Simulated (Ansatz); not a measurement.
# Changed inputs in constrained RPA: RuBr2 (1T sheet)

Aim: hold the target of a cRPA run on RuBr2 (1T sheet) and move one thing at a time.

Calculated with Ansatz 0.2.0; constrained RPA on PBE, plane waves, PAW.

## (1) Starting point

The cell holds 3 atoms: 1 Ru and 2 Br. Cell: a = 3.778 Å, b = 3.778 Å, c = 30.253 Å, α = 90.0°, β = 90.0°, γ = 120.0°. Vacuum lies along c.

The structure was relaxed with PBE. The structure was generated from a model, not taken from a measurement. The runs that relaxed it are not among those shown. The program's search for lower electronic states was switched off, so nothing shows that the state found is the lowest. The default PAW set here is soft_2. Its files were made with PBE. The Coulomb interaction is cut off across the vacuum.

## (2) Base: Ru eg, bands c1 to c2, 6×6×1 mesh, medium accuracy

Constrained RPA screens the interaction with every transition except those inside the target bands, which a later many-body model would treat itself.

input.yaml

```yaml
crystal:
  lattice:
    - [0.0, 2.67169847, 2.67169847]
    - [2.67169847, -2.67169847, 0.0]
    - [17.46662, 17.46662, -17.46662]
  atoms:
    - { symbol: Ru, position: [0.0, 0.0, 0.3177617107] }
    - { symbol: Br, position: [0.3333333333, 0.6666666667, 0.3611055257] }
    - { symbol: Br, position: [0.6666666667, 0.3333333333, 0.2744178957] }
  periodic: [true, true, false]
kpoints:
  mp_grid: { grid: [6, 6, 1] }
hamiltonian:
  xc: pbe
scf:
  occupations: { method: gaussian, width: 0.08 }
  n_extra_bands: 19
  max_iter: 150
  lower_state_search: "off"
output:
  crpa:
    kmesh: [6, 6, 1]
    target_bands: [c1, c2]
    projections: [{ species: Ru, l: d, shell: 4, orbitals: [dz2, dx2-y2] }]
  local_orbitals:
    kmesh: [12, 12, 1]
    orbitals: [{ species: Ru, l: d, shell: 4, orbitals: [dz2, dx2-y2] }]
    window: { bands: [c1, c2] }
    seedname: lo
```

On the command line:

```
$ ansatz run input.yaml --threads 4 --pin off --max-ram 14745MiB --backend cpu --events-out ev --progress --plain --runs-dir out
```

Numbers of over 12 decimals in the logs are rounded to 6 here.

Output:

```text
scf.n_extra_bands = 19 over 15 filled bands (N_el = 30.0): the run solves 34 bands
Engine: ansatz 0.2.0, aarch64-unknown-linux-gnu
Pseudopotentials: kind: paw
Pseudopotential: Ru, paw, valence charge 16, recommended cutoff 420 eV (normal), Ru.paw.azcp
Pseudopotential: Br, paw, valence charge 7, recommended cutoff 420 eV (normal), Br.paw.azcp
Functional definition: PBE
  parameter kappa = 0.804
  parameter beta = 0.066725
  exchange = pbe_x(kappa = kappa, mu = beta*pi^2/3)
  correlation = pbe_c(beta = beta)
Crystal: 3 atoms, lattice volume = 374.029 Å³
Basis set: ecut = 420 eV, 7349 PW (Γ)
Bands: 34, of which v1, the nominal top of the filled ones, is band 15 counted from 1 (14 counted from 0)
Symmetry: 12 space group operations
Space group: P-3m1 (ITA 164), of the structure as read, at distance tolerance 7.2e-5 Å
k-points: 7 of 36
Non-local potential: Ru, projectors of the file, l = 0: 3, l = 1: 2, l = 2: 2, l = 3: 1
Non-local potential: Br, projectors of the file, l = 0: 2, l = 1: 2, l = 2: 2
PAW form: soft (Blöchl's): semilocal exchange-correlation on the pseudo side does not see the compensation charge
PAW one-centre angular grid: Ru, 590 points (default); XC on 64 Gauss nodes
PAW one-centre angular grid: Br, 110 points (default); XC on 64 Gauss nodes
Initial density: superposition of atomic densities (neutral atoms: chi_scale 0, normalization atom), corrected by the library's trained network
Initial wavefunctions: pseudopotential atomic-orbital guess
Functional: x = pbe(κ = 0.804, μ = 0.219515), c = pbe(β = 0.066725)
SCF iter   1: F=—  HF=-11445.297056 eV  |F-HF|=—  |Δ(HF+E_count)|=         —  Δρ=1.24e-3  dr2=5.38e-3  ethr=1.77e-3  ⟨swp⟩=11.0  Hψ=1925  notcnv=0  defer=52
preconditioner: auto → none  [insulator: Δε(μ)=1.205 eV  Ē_g=13.073 eV  σ=0.080 eV  W_gap=1.00  n_scr=16 (ndim 8)  ℏωp=9.0 eV  f_vac=0.785  D(μ)=0.00/eV (n_scr^D=0)  ε∞_Penn≈1.5]
SCF iter   2: F=—  HF=-11445.301091 eV  |F-HF|=—  |Δ(HF+E_count)|=   4.04e-3  Δρ=1.18e-3  dr2=1.10e-2  ethr=1.79e-5  ⟨swp⟩=3.3  Hψ=481  notcnv=0  defer=67
SCF iter   3: F=—  HF=-11445.299637 eV  |F-HF|=—  |Δ(HF+E_count)|=   1.45e-3  Δρ=4.40e-4  dr2=8.02e-4  ethr=1.79e-5  ⟨swp⟩=2.3  Hψ=223  notcnv=0  defer=67
SCF iter   4: F=—  HF=-11445.300095 eV  |F-HF|=—  |Δ(HF+E_count)|=   4.58e-4  Δρ=9.29e-5  dr2=6.08e-5  ethr=2.67e-6  ⟨swp⟩=3.6  Hψ=292  notcnv=0  defer=67
SCF iter   5: F=—  HF=-11445.300144 eV  |F-HF|=—  |Δ(HF+E_count)|=   4.91e-5  Δρ=3.57e-5  dr2=4.22e-6  ethr=2.03e-7  ⟨swp⟩=2.9  Hψ=335  notcnv=0  defer=77
SCF iter   6: F=—  HF=-11445.300155 eV  |F-HF|=—  |Δ(HF+E_count)|=   1.04e-5  Δρ=1.15e-5  dr2=3.23e-7  ethr=1.41e-8  ⟨swp⟩=2.7  Hψ=285  notcnv=0  defer=79
SCF iter   7: F=-11445.300156 eV  HF=-11445.300156 eV  |F-HF|=1.12e-8  |Δ(HF+E_count)|=   1.69e-6  Δρ=2.12e-6  dr2=2.38e-8  ethr=3.33e-10  ⟨swp⟩=18.0  Hψ=2071  notcnv=0
SCF 1 converged in 7 iterations: F = -11445.300156 eV  dr2 = 2.38e-8
[...]
NSCF: frozen V_eff on 22 k-points
NSCF: frozen V_eff on 7 k-points
[...]
cRPA screening: q 1/36
cRPA screening: q 2/36
cRPA screening: q 8/36 (q-point 3)
cRPA screening: q 14/36 (q-point 4)
cRPA screening: q 17/36 (q-point 8)
cRPA screening: q 23/36 (q-point 9)
cRPA screening: q 35/36 (q-point 15)
SCF converged after 7 iterations
Free energy (F): -11445.300156 eV
Harris-Foulkes:  -11445.300156 eV  (|F-HF|=1.12e-8)
Internal energy: -11445.300156 eV  (E = F + TS)
E sigma→0 (E₀):  -11445.300156 eV
Fermi energy:    -4.139404 eV
--- Per-component energies (eV) ---
  E_band       = -658.714930
  E_kinetic    = 782.390560
  E_local      = -44430.825594  (includes V_loc(G=0)·N_el)
  E_nonlocal   = 487.466680
  E_hartree    = 21596.902277
  E_xc         = -717.505629
  E_vxc        = -443.856661  (∫ρ·V_xc dr)
  E_paw        = -7956.245788  (= ΣΔE_a)
  E_vpaw       = -247.678349  (= ΣTr[D̂ρ^β])
  E_aug_tail   = -0.000160  (compensation charges beyond the density's cutoff)
  E_ewald      = 18792.517497
  E_smearing   = -0.000000  (= −TS)
  E_closure    = -0.000000  (closes the sum)
  Σ components = -11445.300156   (vs F -11445.300156, Δ=0.00e0)
--- Band table (eV; the first three rows and the last of 7) ---
  k-point 0: bands = [... 11 lower, -7.3588, -5.8659, -5.8659, -4.9238, -2.8276, -2.8276, -1.2831 (-1.2831°), -0.4526 (-0.4551°), ... 15 higher]
  k-point 1: bands = [... 11 lower, -7.4062, -5.6964, -5.3888, -4.7499, -3.5289, -3.0291, -0.5493 (-0.5495°), -0.0630 (-0.0656°), ... 15 higher]
  k-point 2: bands = [... 11 lower, -7.7677, -5.7357, -5.1332, -4.8389, -3.4154, -3.0402, 0.1384 (0.1384°), 0.8859 (0.8854°), ... 15 higher]
  k-point 6: bands = [... 11 lower, -8.7554, -5.5270, -4.9325, -4.9325, -3.3320, -3.3320, 1.7794, 2.5318, ... 15 higher]
  ° read free of the cell's end (the report's vacuum.weakly_bound_levels)
  °? not known for the slab's own: over its row's bound_up_to_ev there, or no deeper under its free states than its continued_xc_part_ev in size
--- cRPA (band scheme, projected local orbitals): target bands 16..17 (1-based), 2 Wannier function(s), 6×6×1 mesh, 34 bands' worth read of 39 solved, ecut_chi 136.0 eV, v(q+G=0) probe_charge, pair densities all_electron ---
  χ-basis size per q: N_G = 1330..1401
  window electrons = 0.0000, filled by tetrahedron_uncorrected; constrained ε̄⁻¹(q = 0, 0) head = 0.567390; min gauge Gram eig = 0.4905
  Kanamori averages over each shell's own Wannier functions (sites counted from 0, functions from 1):
    Site 0, 4D, 2 of 5 d orbitals (Wannier functions 1, 2; wannier90's mr 1, 4):
      screened: U = 2.2442 eV, U' = 1.7285 eV, J = 0.2578 eV
      screened, to within: U = 6.7e-3 eV, U' = 6.7e-3 eV, J = 3.5e-4 eV
      bare: V = 9.8021 eV, V' = 8.9389 eV, J = 0.4316 eV
  Hermiticity witness max|P − P†| over intra, direct and exchange elements: 3.55e-15 eV (screened), 2.02e-17 eV (bare)
  Reality witness max|Im| over intra, direct and exchange elements: 9.83e-17 eV (screened), 1.01e-17 eV (bare)
```

Wall time 2.1 min (4 threads of Arm Neoverse V1, shared host); peak memory 1.9 GiB; 7.9 min of CPU time.

In the SCF lines HF is the Harris–Foulkes energy and dr2 the Hartree energy of the density residual, in eV; the loop may stop once dr2 is under the threshold and the program's other checks hold. Hψ counts applications of the Hamiltonian.

This step gave:

```
U                                                 : 2.244 eV
U prime (inter-orbital)                           : 1.729 eV
J                                                 : 0.2578 eV
bare V                                            : 9.802 eV
bare J                                            : 0.4316 eV
stated bound on U                                 : 0.006617 eV
U over bare V                                     : 0.2289
electrons in the window                           : 0
head of the constrained inverse dielectric matrix : 0.5674
least eigenvalue of the projection's overlap      : 0.4905
target functions                                  : 2
bands in the sums                                 : 34
r.m.s. miss of the model bands                    : 3.50e-4 eV
width of the target bands                         : 0.8266 eV
weight of the projected orbitals in the window    : 0.6027
```

On the Ru eg shell, screening brings the on-site interaction from 9.8 eV down to U = 2.24 eV.

## (3) Changed: 3×3×1 mesh

input.yaml, as its differences from that of step 2:

```diff
@@ -21,9 +21,4 @@
   crpa:
-    kmesh: [6, 6, 1]
+    kmesh: [3, 3, 1]
     target_bands: [c1, c2]
     projections: [{ species: Ru, l: d, shell: 4, orbitals: [dz2, dx2-y2] }]
-  local_orbitals:
-    kmesh: [12, 12, 1]
-    orbitals: [{ species: Ru, l: d, shell: 4, orbitals: [dz2, dx2-y2] }]
-    window: { bands: [c1, c2] }
-    seedname: lo
```

Output:

```text
[...]
Crystal: 3 atoms, lattice volume = 374.029 Å³
Basis set: ecut = 420 eV, 7349 PW (Γ)
Bands: 34, of which v1, the nominal top of the filled ones, is band 15 counted from 1 (14 counted from 0)
Symmetry: 12 space group operations
[...]
k-points: 7 of 36
[...]
SCF iter   1: F=—  HF=-11445.297056 eV  |F-HF|=—  |Δ(HF+E_count)|=         —  Δρ=1.24e-3  dr2=5.38e-3  ethr=1.77e-3  ⟨swp⟩=11.0  Hψ=1925  notcnv=0  defer=52
[...]
SCF iter   7: F=-11445.300156 eV  HF=-11445.300156 eV  |F-HF|=1.12e-8  |Δ(HF+E_count)|=   1.69e-6  Δρ=2.12e-6  dr2=2.38e-8  ethr=3.33e-10  ⟨swp⟩=18.0  Hψ=2071  notcnv=0
SCF 1 converged in 7 iterations: F = -11445.300156 eV  dr2 = 2.38e-8
[...]
NSCF: frozen V_eff on 3 k-points
[...]
cRPA screening: q 1/9
cRPA screening: q 2/9
cRPA screening: q 8/9 (q-point 5)
SCF converged after 7 iterations
Free energy (F): -11445.300156 eV
[...]
Internal energy: -11445.300156 eV  (E = F + TS)
E sigma→0 (E₀):  -11445.300156 eV
Fermi energy:    -4.139404 eV
[...]
--- Band table (eV; the first three rows and the last of 7) ---
  k-point 0: bands = [... 11 lower, -7.3588, -5.8659, -5.8659, -4.9238, -2.8276, -2.8276, -1.2831 (-1.2831°), -0.4526 (-0.4551°), ... 15 higher]
  k-point 1: bands = [... 11 lower, -7.4062, -5.6964, -5.3888, -4.7499, -3.5289, -3.0291, -0.5493 (-0.5495°), -0.0630 (-0.0656°), ... 15 higher]
  k-point 2: bands = [... 11 lower, -7.7677, -5.7357, -5.1332, -4.8389, -3.4154, -3.0402, 0.1384 (0.1384°), 0.8859 (0.8854°), ... 15 higher]
  k-point 6: bands = [... 11 lower, -8.7554, -5.5270, -4.9325, -4.9325, -3.3320, -3.3320, 1.7794, 2.5318, ... 15 higher]
  ° read free of the cell's end (the report's vacuum.weakly_bound_levels)
[...]
χ-basis size per q: N_G = 1338..1401
[...]
Site 0, 4D, 2 of 5 d orbitals (Wannier functions 1, 2; wannier90's mr 1, 4):
      screened: U = 2.3786 eV, U' = 1.8531 eV, J = 0.2628 eV
      screened, to within: U = 9.3e-3 eV, U' = 9.3e-3 eV, J = 4.1e-4 eV
      bare: V = 10.0541 eV, V' = 9.1799 eV, J = 0.4371 eV
[...]
```

Run time: 33 s. Hardware: 4 threads; peak memory 1.7 GiB.

Numbers from this step:

```
U                                                 : 2.379 eV
U prime (inter-orbital)                           : 1.853 eV
J                                                 : 0.2628 eV
bare V                                            : 10.05 eV
bare J                                            : 0.4371 eV
stated bound on U                                 : 0.009288 eV
U over bare V                                     : 0.2366
electrons in the window                           : 0
head of the constrained inverse dielectric matrix : 0.5630
least eigenvalue of the projection's overlap      : 0.4905
target functions                                  : 2
bands in the sums                                 : 34
width of the target bands                         : 0.8266 eV
weight of the projected orbitals in the window    : 0.6027
```

On the Ru eg shell, screening brings the on-site interaction from 10.1 eV down to U = 2.38 eV.

## (4) Changed: smooth pair densities

input.yaml, as its differences from that of step 3:

```diff
@@ -21,4 +21,5 @@
   crpa:
-    kmesh: [3, 3, 1]
+    kmesh: [6, 6, 1]
     target_bands: [c1, c2]
     projections: [{ species: Ru, l: d, shell: 4, orbitals: [dz2, dx2-y2] }]
+    pair_densities: pseudo
```

Output:

```text
[...]
Crystal: 3 atoms, lattice volume = 374.029 Å³
Basis set: ecut = 420 eV, 7349 PW (Γ)
Bands: 34, of which v1, the nominal top of the filled ones, is band 15 counted from 1 (14 counted from 0)
Symmetry: 12 space group operations
[...]
k-points: 7 of 36
[...]
° read free of the cell's end (the report's vacuum.weakly_bound_levels)
[...]
χ-basis size per q: N_G = 1330..1401
[...]
Site 0, 4D, 2 of 5 d orbitals (Wannier functions 1, 2; wannier90's mr 1, 4):
      screened: U = 2.2526 eV, U' = 1.7261 eV, J = 0.2632 eV
      screened, to within: U = 4.6e-3 eV, U' = 4.6e-3 eV, J = 2.0e-4 eV
      screened, sum over states alone: U = 2.4721 eV, U' = 1.7995 eV, J = 0.3363 eV
      bare: V = 9.8021 eV, V' = 8.9389 eV, J = 0.4316 eV
[...]
[key lines of the parts left out:]
SCF converged after 7 iterations
Free energy (F): -11445.300156 eV
Fermi energy:    -4.139404 eV
```

Elapsed: 1.9 min, on 4 threads; peak memory 1.8 GiB; 6.9 min of CPU time.

This step gave:

| Quantity | Value |
| --- | --- |
| U | 2.253 eV |
| U prime (inter-orbital) | 1.726 eV |
| J | 0.2632 eV |
| bare V | 9.802 eV |
| bare J | 0.4316 eV |
| stated bound on U | 0.004576 eV |
| U over bare V | 0.2298 |
| electrons in the window | 0 |
| head of the constrained inverse dielectric matrix | 0.5676 |
| least eigenvalue of the projection's overlap | 0.4905 |
| target functions | 2 |
| bands in the sums | 34 |
| width of the target bands | 0.8266 eV |
| weight of the projected orbitals in the window | 0.6027 |

On the Ru eg shell, screening brings the on-site interaction from 9.8 eV down to U = 2.25 eV.

(Continued in part 2 of 2.)

[Paths, hosts, dates, memory and timing lines, banners, echoed tables and standing remarks are left out of the program output.]

[Logs are printed without paths, hosts, clocks, repeated set-up lines and the standing remarks that a program may print on its own settings, such as how far it seeks lower states.]

[Runs of the session that timed out or met a known fault of the program may be left out.]

[Hosts, paths, dates, database ids (printed as entryN), source tags and the programs' standing remarks are cut or masked in the printed files.]
